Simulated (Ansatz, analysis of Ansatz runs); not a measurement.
# Migration in Li5NbO5 (C2/m): V_O hop (2.8 Å), charge +2, part 2 of 3

Wanted: path and barrier of a jump of O in Li5NbO5 (C2/m) at charge +2. The case: V_O hop (2.8 Å), in a cell of 88 host atoms with 1 O taken out.

Ansatz 0.2.0; plane-wave PAW DFT, PBEsol; nudged elastic band between two relaxed defect structures at fixed charge in a uniform background.

So far: Starting point; Relaxation of the start point, charge +2.

## (3) Relaxation of the end point, charge +2

Level of this step: plane-wave PAW DFT, PBEsol; relaxation of all atoms of a defect supercell at fixed charge in a uniform background (Ansatz).

The end point is relaxed in the same cell and settings, so that the two energies compare. Atoms more than 3.2 Å from the middle of the hop start where the first relaxation left them, the nearer ones on or close to their ideal places, with small random displacements.

Contents of qp2.end/input.yaml:

```yaml
crystal:
  lattice:
    - [9.64854378, -4.00795932, 0.00669279]
    - [9.64854378, 4.00795932, 0.00669279]
    - [-3.7205883, 0.0, 10.93780668]
  atoms:
    - { symbol: Li, position: [0.35558637, 0.35558637, 0.17163026] }
    - { symbol: Li, position: [0.3452938, 0.3452938, 0.43105463] }
[... 20 atom lines left out ...]
    - { symbol: Li, position: [0.3452938, 0.8452938, 0.43105463] }
[... 2 atom lines left out ...]
    - { symbol: Li, position: [0.14441363, 0.64441363, 0.32836974] }
[... 14 atom lines left out ...]
    - { symbol: O, position: [0.25, 0.75, 0.5] }
[... 3 atom lines left out ...]
    - { symbol: Li, position: [0.8452938, 0.3452938, 0.43105463] }
[... 2 atom lines left out ...]
    - { symbol: Li, position: [0.64441363, 0.14441363, 0.32836974] }
[... 14 atom lines left out ...]
    - { symbol: O, position: [0.75, 0.25, 0.5] }
[... 4 atom lines left out ...]
    - { symbol: Li, position: [0.5, 0.5, 0.25] }
[... 1 atom line left out ...]
    - { symbol: Li, position: [0.64441363, 0.64441363, 0.32836974] }
[... 5 atom lines left out ...]
    - { symbol: O, position: [0.421039, 0.421039, 0.341254] }
[... 5 atom lines left out ...]
    - { symbol: Nb, position: [0.5, 0.5, 0.5] }
[... 3 atom lines left out ...]
    - { symbol: O, position: [0.57882653, 0.57882653, 0.65910781] }
    - { symbol: O, position: [0.57213291, 0.5735617, 0.91164042] }
total_charge: 2
basis:
  ecutwfc: 420
  xc_grid: 2
hamiltonian:
  xc: pbesol
kpoints:
  mp_grid: { grid: [1, 1, 1], shift: [0.25, 0.25, 0.25] }
scf:
  occupations: { method: fixed }
  max_iter: 120
output:
  forces: true
relax:
  f_tol: 0.02
  max_steps: 70
  random_displacement: { amplitude: 0.01, seed: 3695 }
```

The run is started by

```console
$ ansatz run input.yaml --threads 32 --pin off --max-ram 84787MiB --backend cuda --events-out ev --progress --plain --runs-dir out --max-vram 78GiB
```

Numbers of over 12 decimals in the logs are rounded to 6 here.

Log:

```text
[...]
Crystal: 87 atoms, lattice volume = 846.151 Å³
Basis set: ecut = 420 eV, 16581 PW (Γ), exchange–correlation on 144×144×160 points (8 copies of the dense FFT grid, shifted against one another)
Bands: 315, of which v1, the nominal top of the filled ones, is band 228 counted from 1 (227 counted from 0)
Symmetry: 1 space group operations
k-points: 1
[...]
SCF iter   1: F=—  HF=-66066.947229 eV  |F-HF|=—  |Δ(HF+E_count)|=         —  Δρ=1.25e-2  dr2=4.58e0  ethr=1.77e-3  ⟨swp⟩=5.0  Hψ=1040  notcnv=0  defer=85
[...]
SCF iter   3: F=—  HF=-66065.715527 eV  |F-HF|=—  |Δ(HF+E_count)|=   2.60e-1  Δρ=5.47e-3  dr2=3.84e-1  ethr=2.56e-4  ⟨swp⟩=3.0  Hψ=418  notcnv=0  defer=66
[...]
SCF 1 converged in 10 iterations: F = -66065.617866 eV  dr2 = 5.26e-6
[...]
- { symbol: O, position: [0.269648, 0.752912, 0.490532] }
    - { symbol: O, position: [0.075331, 0.578270, 0.658764] }
    - { symbol: O, position: [0.070046, 0.573538, 0.912571] }
    - { symbol: Li, position: [0.850569, 0.353116, 0.167964] }
    - { symbol: Li, position: [0.868829, 0.325887, 0.432344] }
    - { symbol: Li, position: [0.499651, 0.007501, 0.244840] }
[...]
- { symbol: Nb, position: [0.508968, -0.012913, -0.001501] }
    - { symbol: O, position: [0.922205, 0.431333, 0.088118] }
[...]
- { symbol: Nb, position: [0.508927, -0.012387, 0.497740] }
[...]
- { symbol: Nb, position: [0.485916, 0.509027, -0.000561] }
[...]
- { symbol: Li, position: [0.844640, 0.842828, 0.932469] }
    - { symbol: Li, position: [0.497013, 0.493024, 0.762216] }
    - { symbol: Li, position: [0.667546, 0.664986, 0.597488] }
    - { symbol: Li, position: [0.642705, 0.639914, 0.828159] }
    - { symbol: Nb, position: [0.485591, 0.498627, 0.511665] }
[...]
- { symbol: O, position: [0.920077, 0.922125, 0.840867] }
    - { symbol: O, position: [0.758448, 0.757445, 0.496387] }
    - { symbol: O, position: [0.581855, 0.579010, 0.650136] }
    - { symbol: O, position: [0.571632, 0.571398, 0.912111] }
```

Wall time 5.5 s (1 × NVIDIA GB200 with 32 threads of Arm Neoverse V2, shared host); peak memory 1.4 GiB.

Relaxation path:

```tsv
step	energy less that of the first step (eV)	largest force component (eV/Å)
1	0.0000	4.8822
3	-3.0000	0.7167
5	-3.2129	0.2410
7	-3.3082	0.1012
9	-3.3200	0.0285
10	-3.3204	0.0139
```

Relaxation step 5 was tried and not accepted.

The atoms that moved most (Å, from the sites as typed, ahead of the random displacement):

```tsv
atom	dx	dy	dz	length
Li80	0.117	-0.011	0.312	0.334
Li70	0.253	0.006	-0.194	0.319
O76	0.305	-0.029	0.001	0.307
O63	0.269	0.079	-0.098	0.297
O41	0.253	-0.067	-0.104	0.282
Nb82	-0.195	0.052	0.127	0.239
O75	-0.202	0.002	0.108	0.229
Li68	-0.084	-0.029	-0.210	0.228
```

Neighbours of O76 at the end:

```tsv
atom	distance (Å)
Li68	1.905
Nb82	1.915
Li48	2.112
Li26	2.183
Li1	2.210
Li2	2.511
O63	2.662
O41	2.703
```

This step gave:

- free energy: -66068.9382 eV
- r.m.s. move of the farther half of the atoms: 0.05197 Å
- largest move from the ideal geometry of this structure, a common shift of the far atoms taken out: 0.3317 Å

The relaxation gained 3.320 eV and ended with a largest force component of 0.014 eV/Å. The end lies 0.628 eV above the start.

## (4) Nudged elastic band, charge +2

5 movable images are laid between the ends on a pair-potential path, which keeps atoms from colliding in the first guess. Each image feels the true force across the path and a spring force along it. The highest image is set to climb to the top of the path.

This step: plane-wave PAW DFT, PBEsol; nudged elastic band between two relaxed defect structures at fixed charge in a uniform background.

Contents of qp2.neb/input.yaml:

```yaml
crystal:
  lattice:
    - [9.64854378, -4.00795932, 0.00669279]
    - [9.64854378, 4.00795932, 0.00669279]
    - [-3.7205883, 0.0, 10.93780668]
  atoms:
    - { symbol: Li, position: [0.34619624, 0.34571784, 0.14504256] }
    - { symbol: Li, position: [0.33620734, 0.33125701, 0.44574045] }
    - { symbol: Li, position: [0.00306303, -0.0019575, 0.2448982] }
    - { symbol: Li, position: [0.15509949, 0.15415761, 0.07041596] }
    - { symbol: Li, position: [0.14435454, 0.14147561, 0.32630863] }
    - { symbol: Nb, position: [-0.01223842, 0.01383743, -0.00027365] }
    - { symbol: O, position: [0.43079021, 0.43144956, 0.09532189] }
    - { symbol: O, position: [0.25561096, 0.25568248, 0.00165488] }
    - { symbol: O, position: [0.07937756, 0.07932389, 0.15852518] }
    - { symbol: O, position: [0.0714884, 0.0681692, 0.41144341] }
    - { symbol: Li, position: [0.35471141, 0.35281727, 0.67593668] }
    - { symbol: Li, position: [0.34716159, 0.34596577, 0.93000924] }
    - { symbol: Li, position: [0.00141994, -0.00257395, 0.75125724] }
    - { symbol: Li, position: [0.15501151, 0.15108928, 0.56478112] }
    - { symbol: Li, position: [0.1464013, 0.14601595, 0.83339185] }
    - { symbol: Nb, position: [-0.01433209, 0.00675217, 0.49466804] }
    - { symbol: O, position: [0.43040523, 0.42441527, 0.58447632] }
    - { symbol: O, position: [0.42171917, 0.42193428, 0.8417027] }
    - { symbol: O, position: [0.24966687, 0.24652886, 0.50274217] }
    - { symbol: O, position: [0.07458503, 0.07705239, 0.65307865] }
    - { symbol: O, position: [0.07369928, 0.07443962, 0.91319603] }
    - { symbol: Li, position: [0.35273746, 0.86043769, 0.17073257] }
    - { symbol: Li, position: [0.34172895, 0.84453258, 0.42504958] }
    - { symbol: Li, position: [0.00601155, 0.49443063, 0.24950881] }
    - { symbol: Li, position: [0.15502465, 0.65981078, 0.07090491] }
    - { symbol: Li, position: [0.11716835, 0.66478642, 0.32838316] }
    - { symbol: Nb, position: [0.00847608, 0.49491374, 0.001621] }
    - { symbol: O, position: [0.42497605, 0.9313187, 0.08694128] }
    - { symbol: O, position: [0.41796353, 0.92081949, 0.34148628] }
    - { symbol: O, position: [0.24708322, 0.75021109, 0.00100062] }
    - { symbol: O, position: [0.09155585, 0.57036477, 0.16348518] }
    - { symbol: O, position: [0.08267728, 0.56113097, 0.41290995] }
    - { symbol: Li, position: [0.34895538, 0.87559163, 0.68104977] }
    - { symbol: Li, position: [0.34283949, 0.85025041, 0.93277103] }
    - { symbol: Li, position: [-0.00061505, 0.50657413, 0.75199836] }
    - { symbol: Li, position: [0.15261759, 0.65249493, 0.56584442] }
    - { symbol: Li, position: [0.14153896, 0.64980143, 0.83085726] }
    - { symbol: Nb, position: [0.00582567, 0.49048152, 0.50033852] }
    - { symbol: O, position: [0.42878464, 0.92096119, 0.58601696] }
    - { symbol: O, position: [0.42322035, 0.92354097, 0.84372677] }
    - { symbol: O, position: [0.24961706, 0.72395942, 0.47503035] }
    - { symbol: O, position: [0.07601125, 0.57903995, 0.65822349] }
    - { symbol: O, position: [0.07136265, 0.5772783, 0.91442774] }
    - { symbol: Li, position: [0.85708791, 0.35666665, 0.17083081] }
    - { symbol: Li, position: [0.84436165, 0.34388136, 0.42480621] }
    - { symbol: Li, position: [0.4911428, 0.00799439, 0.2495251] }
    - { symbol: Li, position: [0.65530755, 0.15972816, 0.07098868] }
    - { symbol: Li, position: [0.66368399, 0.11584402, 0.32719876] }
    - { symbol: Nb, position: [0.50905525, -0.0053537, 0.00219863] }
    - { symbol: O, position: [0.92857192, 0.42792064, 0.08699794] }
    - { symbol: O, position: [0.9213288, 0.41800397, 0.34145353] }
    - { symbol: O, position: [0.745512, 0.2519775, 0.00106461] }
    - { symbol: O, position: [0.56872063, 0.09259366, 0.16336878] }
    - { symbol: O, position: [0.56259589, 0.08031231, 0.41271805] }
    - { symbol: Li, position: [0.87378287, 0.35126791, 0.68109133] }
    - { symbol: Li, position: [0.84454996, 0.34842267, 0.93283472] }
    - { symbol: Li, position: [0.50307243, 0.00252452, 0.75217868] }
    - { symbol: Li, position: [0.65116069, 0.15202293, 0.56663894] }
    - { symbol: Li, position: [0.64590264, 0.14490973, 0.83063656] }
    - { symbol: Nb, position: [0.50552289, -0.00958387, 0.50003991] }
    - { symbol: O, position: [0.92161823, 0.42825579, 0.58615402] }
    - { symbol: O, position: [0.92078044, 0.42524011, 0.84328147] }
    - { symbol: O, position: [0.72459225, 0.24807085, 0.4748859] }
    - { symbol: O, position: [0.57888792, 0.07590419, 0.65817596] }
    - { symbol: O, position: [0.57434038, 0.07433229, 0.91463653] }
    - { symbol: Li, position: [0.85548685, 0.85182821, 0.16547938] }
    - { symbol: Li, position: [0.84333593, 0.83766388, 0.43241127] }
    - { symbol: Li, position: [0.51676263, 0.50912643, 0.23946609] }
    - { symbol: Li, position: [0.657216, 0.6558523, 0.07257588] }
    - { symbol: Li, position: [0.649391, 0.64699222, 0.32766532] }
    - { symbol: Nb, position: [0.48901216, 0.51423665, 0.00078268] }
    - { symbol: O, position: [0.92762844, 0.92836356, 0.08749623] }
    - { symbol: O, position: [0.91561949, 0.91573884, 0.33905223] }
    - { symbol: O, position: [0.75782577, 0.75726766, 0.01293494] }
    - { symbol: O, position: [0.58211483, 0.58262953, 0.15825102] }
    - { symbol: O, position: [0.5700308, 0.56250045, 0.40910455] }
    - { symbol: Li, position: [0.85872959, 0.85524971, 0.67474219] }
    - { symbol: Li, position: [0.84767058, 0.84664231, 0.93310011] }
    - { symbol: Li, position: [0.49728001, 0.49191736, 0.76004763] }
    - { symbol: Li, position: [0.66235815, 0.65823545, 0.56582802] }
    - { symbol: Li, position: [0.64781515, 0.64819911, 0.83735067] }
    - { symbol: Nb, position: [0.50370441, 0.514958, 0.52126168] }
    - { symbol: O, position: [0.92846782, 0.92443015, 0.58511624] }
    - { symbol: O, position: [0.92270402, 0.92299353, 0.84027221] }
    - { symbol: O, position: [0.75013211, 0.74669115, 0.49238129] }
    - { symbol: O, position: [0.57993905, 0.58685072, 0.6662446] }
    - { symbol: O, position: [0.57309714, 0.57398788, 0.91280431] }
total_charge: 2
basis:
  ecutwfc: 420
  xc_grid: 2
hamiltonian:
  xc: pbesol
kpoints:
  mp_grid: { grid: [1, 1, 1], shift: [0.25, 0.25, 0.25] }
scf:
  occupations: { method: fixed }
  max_iter: 120
output:
  forces: true
neb:
  images: 5
  f_tol: 0.04
  climbing: true
  initial_path: idpp
  max_iterations: 45
  order_check: false
  final_atoms:
    - { symbol: Li, position: [0.35279067, 0.350881, 0.16247764] }
    - { symbol: Li, position: [0.33670442, 0.33528309, 0.43208907] }
[... 4 atom lines left out ...]
    - { symbol: O, position: [0.4244777, 0.42402692, 0.08056328] }
[... 9 atom lines left out ...]
    - { symbol: O, position: [0.42214452, 0.4273449, 0.59170117] }
[... 5 atom lines left out ...]
    - { symbol: Li, position: [0.32365195, 0.87308818, 0.4340502] }
[... 2 atom lines left out ...]
    - { symbol: Li, position: [0.14524107, 0.64788668, 0.32535457] }
[... 14 atom lines left out ...]
    - { symbol: O, position: [0.2712527, 0.75455641, 0.49159336] }
[... 3 atom lines left out ...]
    - { symbol: Li, position: [0.87043346, 0.32753151, 0.43340525] }
[... 2 atom lines left out ...]
    - { symbol: Li, position: [0.64423635, 0.14749889, 0.32459406] }
[... 14 atom lines left out ...]
    - { symbol: O, position: [0.7539461, 0.27370771, 0.49213373] }
[... 4 atom lines left out ...]
    - { symbol: Li, position: [0.4970915, 0.49001022, 0.23192255] }
[... 1 atom line left out ...]
    - { symbol: Li, position: [0.65494706, 0.65648613, 0.31172227] }
[... 5 atom lines left out ...]
    - { symbol: O, position: [0.44203356, 0.43493647, 0.34240406] }
[... 5 atom lines left out ...]
    - { symbol: Nb, position: [0.48719546, 0.50027237, 0.51272653] }
[... 4 atom lines left out ...]
    - { symbol: O, position: [0.57323698, 0.57304256, 0.91317251] }
```

Log:

```text
[...]
Warning: neb: disabling space-group detection — the band's intermediate images generally break the endpoint symmetry, so the full k-mesh is solved, and no spatial operation symmetrises the density, except that a semilocal band can use its path's symmetry [...]
[...]
parallel-image band execution: 3 concurrent image workers
NEB image 0
[...]
Crystal: 87 atoms, lattice volume = 846.151 Å³
Basis set: ecut = 420 eV, 16581 PW (Γ), exchange–correlation on 144×144×160 points (8 copies of the dense FFT grid, shifted against one another)
Bands: 315, of which v1, the nominal top of the filled ones, is band 228 counted from 1 (227 counted from 0)
Symmetry: 1 space group operations
k-points: 1
[...]
SCF iter   1: F=—  HF=-66069.847855 eV  |F-HF|=—  |Δ(HF+E_count)|=         —  Δρ=1.02e-2  dr2=1.46e0  ethr=1.77e-3  ⟨swp⟩=5.0  Hψ=905  notcnv=0  defer=83
[...]
SCF iter   2: F=—  HF=-66069.591076 eV  |F-HF|=—  |Δ(HF+E_count)|=   2.57e-1  Δρ=5.07e-3  dr2=1.97e-1  ethr=3.21e-4  ⟨swp⟩=2.0  Hψ=412  notcnv=0  defer=83
[...]
SCF iter  11: F=-66069.565985 eV  HF=-66069.565985 eV  |F-HF|=1.54e-8  |Δ(HF+E_count)|=   1.89e-8  Δρ=2.06e-6  dr2=4.49e-8  ethr=2.19e-11  ⟨swp⟩=2.0  Hψ=938  notcnv=0
SCF 1 converged in 11 iterations: F = -66069.565985 eV  dr2 = 4.49e-8
[...]
NSCF: frozen V_eff on 1 k-points
NEB image 6
[...]
SCF 2 converged in 11 iterations: F = -66068.938239 eV  dr2 = 4.09e-8
[...]
NEB end point (image 0): max|allowed force component| = 9.174e-3 eV/Å (the criterion of neb.relax_end_points is 1.000e-2)
NEB end point (image 6): max|allowed force component| = 1.385e-2 eV/Å (the criterion of neb.relax_end_points is 1.000e-2)
NEB image 1
[...]
SCF 3 converged in 11 iterations: F = -66069.157519 eV  dr2 = 4.08e-8
[...]
NEB image 2
[...]
SCF 4 converged in 11 iterations: F = -66068.400650 eV  dr2 = 5.70e-8
NEB image 3
[...]
SCF 5 converged in 11 iterations: F = -66067.908318 eV  dr2 = 5.96e-8
[...]
SCF 9 converged in 10 iterations: F = -66068.831905 eV  dr2 = 3.49e-8
[...]
SCF 13 converged in 9 iterations: F = -66069.340074 eV  dr2 = 1.54e-8
[...]
SCF 17 converged in 8 iterations: F = -66068.840530 eV  dr2 = 1.00e-7
[...]
SCF 21 converged in 8 iterations: F = -66068.641700 eV  dr2 = 9.83e-8
[...]
SCF 25 converged in 10 iterations: F = -66068.570186 eV  dr2 = 5.20e-8
[...]
SCF 29 converged in 9 iterations: F = -66068.860407 eV  dr2 = 2.00e-8
[...]
SCF 33 converged in 9 iterations: F = -66069.337129 eV  dr2 = 1.23e-8
[...]
SCF 37 converged in 9 iterations: F = -66068.865624 eV  dr2 = 2.22e-8
[...]
SCF 41 converged in 8 iterations: F = -66068.715051 eV  dr2 = 6.63e-8
[...]
SCF 45 converged in 8 iterations: F = -66068.652198 eV  dr2 = 3.87e-8
[...]
SCF 49 converged in 9 iterations: F = -66068.883679 eV  dr2 = 1.94e-8
[...]
SCF 53 converged in 9 iterations: F = -66069.282927 eV  dr2 = 1.94e-8
[...]
SCF 57 converged in 7 iterations: F = -66068.873125 eV  dr2 = 8.86e-8
[...]
SCF 61 converged in 9 iterations: F = -66068.752634 eV  dr2 = 3.39e-8
[...]
SCF 65 converged in 9 iterations: F = -66068.705454 eV  dr2 = 2.06e-8
[...]
SCF 69 converged in 9 iterations: F = -66068.842769 eV  dr2 = 4.43e-8
[...]
SCF 73 converged in 7 iterations: F = -66069.226725 eV  dr2 = 2.85e-8
[...]
SCF 77 converged in 7 iterations: F = -66068.891691 eV  dr2 = 2.31e-8
[...]
SCF 81 converged in 6 iterations: F = -66068.777321 eV  dr2 = 2.51e-8
[...]
- { symbol: O, position: [0.090642, 0.574906, 0.163361] }
    - { symbol: O, position: [0.080454, 0.563457, 0.410862] }
    - { symbol: Li, position: [0.361386, 0.862462, 0.677905] }
    - { symbol: Li, position: [0.342222, 0.850014, 0.934389] }
    - { symbol: Li, position: [-6.65136335133154e-5, 0.501814, 0.751931] }
    - { symbol: Li, position: [0.140569, 0.649241, 0.571162] }
    - { symbol: Li, position: [0.135830, 0.649235, 0.826897] }
    - { symbol: Nb, position: [-0.000340, 0.491306, 0.496822] }
    - { symbol: O, position: [0.434590, 0.923526, 0.588365] }
    - { symbol: O, position: [0.431236, 0.917890, 0.843200] }
    - { symbol: O, position: [0.268354, 0.739894, 0.472313] }
    - { symbol: O, position: [0.072918, 0.574538, 0.658041] }
    - { symbol: O, position: [0.070276, 0.577412, 0.913027] }
    - { symbol: Li, position: [0.851626, 0.357338, 0.168798] }
    - { symbol: Li, position: [0.850529, 0.331138, 0.430270] }
    - { symbol: Li, position: [0.498588, 0.015917, 0.245299] }
    - { symbol: Li, position: [0.651796, 0.159557, 0.071740] }
    - { symbol: Li, position: [0.649622, 0.146561, 0.324217] }
    - { symbol: Nb, position: [0.511995, -0.008752, 0.000362] }
    - { symbol: O, position: [0.925760, 0.433470, 0.088865] }
    - { symbol: O, position: [0.900167, 0.428280, 0.344854] }
    - { symbol: O, position: [0.752946, 0.261978, 0.003486] }
    - { symbol: O, position: [0.572690, 0.091193, 0.161847] }
    - { symbol: O, position: [0.562232, 0.086710, 0.412608] }
    - { symbol: Li, position: [0.860724, 0.348188, 0.673506] }
    - { symbol: Li, position: [0.844310, 0.346283, 0.933484] }
    - { symbol: Li, position: [0.500718, 0.007602, 0.752970] }
    - { symbol: Li, position: [0.659053, 0.147527, 0.571620] }
    - { symbol: Li, position: [0.645540, 0.144242, 0.828629] }
    - { symbol: Nb, position: [0.507048, -0.008825, 0.497491] }
    - { symbol: O, position: [0.916207, 0.433556, 0.586727] }
    - { symbol: O, position: [0.918899, 0.426237, 0.841669] }
    - { symbol: O, position: [0.764017, 0.252614, 0.537934] }
    - { symbol: O, position: [0.576503, 0.080539, 0.657614] }
    - { symbol: O, position: [0.573753, 0.076325, 0.913684] }
    - { symbol: Li, position: [0.852859, 0.857513, 0.168559] }
    - { symbol: Li, position: [0.845391, 0.843852, 0.430428] }
    - { symbol: Li, position: [0.509922, 0.496236, 0.227131] }
    - { symbol: Li, position: [0.655105, 0.654686, 0.068721] }
    - { symbol: Li, position: [0.653719, 0.660007, 0.312012] }
    - { symbol: Nb, position: [0.485184, 0.515313, -0.003182] }
    - { symbol: O, position: [0.928581, 0.929824, 0.088541] }
    - { symbol: O, position: [0.914363, 0.931234, 0.347369] }
    - { symbol: O, position: [0.762144, 0.759990, 0.015975] }
    - { symbol: O, position: [0.576904, 0.582511, 0.159776] }
    - { symbol: O, position: [0.541774, 0.407483, 0.353733] }
    - { symbol: Li, position: [0.857570, 0.854528, 0.674327] }
    - { symbol: Li, position: [0.847212, 0.846956, 0.934407] }
    - { symbol: Li, position: [0.495369, 0.494746, 0.759425] }
    - { symbol: Li, position: [0.667216, 0.669123, 0.595548] }
    - { symbol: Li, position: [0.644648, 0.641989, 0.827878] }
    - { symbol: Nb, position: [0.488354, 0.505650, 0.514670] }
    - { symbol: O, position: [0.945119, 0.908753, 0.588604] }
    - { symbol: O, position: [0.923077, 0.923088, 0.842614] }
    - { symbol: O, position: [0.755823, 0.756149, 0.489558] }
    - { symbol: O, position: [0.575649, 0.592108, 0.650300] }
    - { symbol: O, position: [0.572746, 0.573631, 0.908594] }
```

The job ended after 23 s (1 × NVIDIA GB200 with 32 threads; peak memory 2 GiB; 1.8 min of CPU time).

The path, image by image:

```tsv
image	path (Å)	energy (eV)	O76: x, y, z (Å)
0	0.000	0.0000	9.405, -0.030, 4.482
1	0.869	0.3478	9.054, -0.317, 4.285
2	1.738	0.7192	8.528, -0.645, 4.103
3	2.607	0.8563	7.843, -0.538, 3.875
4	3.046	0.7887	7.600, -0.363, 3.803
5	3.485	0.6743	7.370, -0.170, 3.758
6	3.925	0.6277	7.188, -0.028, 3.751
```

Numbers from this step:

```
free energy      : -66068.7097 eV
barrier forward  : 0.8563 eV
barrier backward : 0.2286 eV
end less start   : 0.6277 eV
hop length       : 2.335 Å
```

Track of the atom that was set to move:

```tsv
image	x (Å)	y (Å)	z (Å)	nearest neighbour	distance (Å)
0	9.405	-0.03	4.482	Li	1.898
1	9.054	-0.317	4.285	Li	1.796
2	8.528	-0.645	4.103	Li	1.766
3	7.843	-0.538	3.875	Li	1.786
4	7.6	-0.363	3.803	Li	1.813
5	7.37	-0.17	3.758	Li	1.864
6	7.188	-0.028	3.751	Li	1.905
```

The band met its tolerance of 0.04 eV/Å after 16 iterations, with image 3 on top (the start counts as 0). O76, which moves farthest between the ends, has 5 Li at 1.90 to 2.11 Å and 1 Nb at 1.95 Å nearest at the start and 2 Li at 1.79 to 2.04 Å and 1 Nb at 1.87 Å at the top.

(Part 2 of 3 ends here.)

[Logs are printed without paths, hosts, clocks, repeated set-up lines and the standing remarks that a program may print on its own settings, such as how far it seeks lower states.]

[Hosts, paths, dates, database ids (printed as entryN), source tags and the programs' standing remarks are cut or masked in the printed files.]
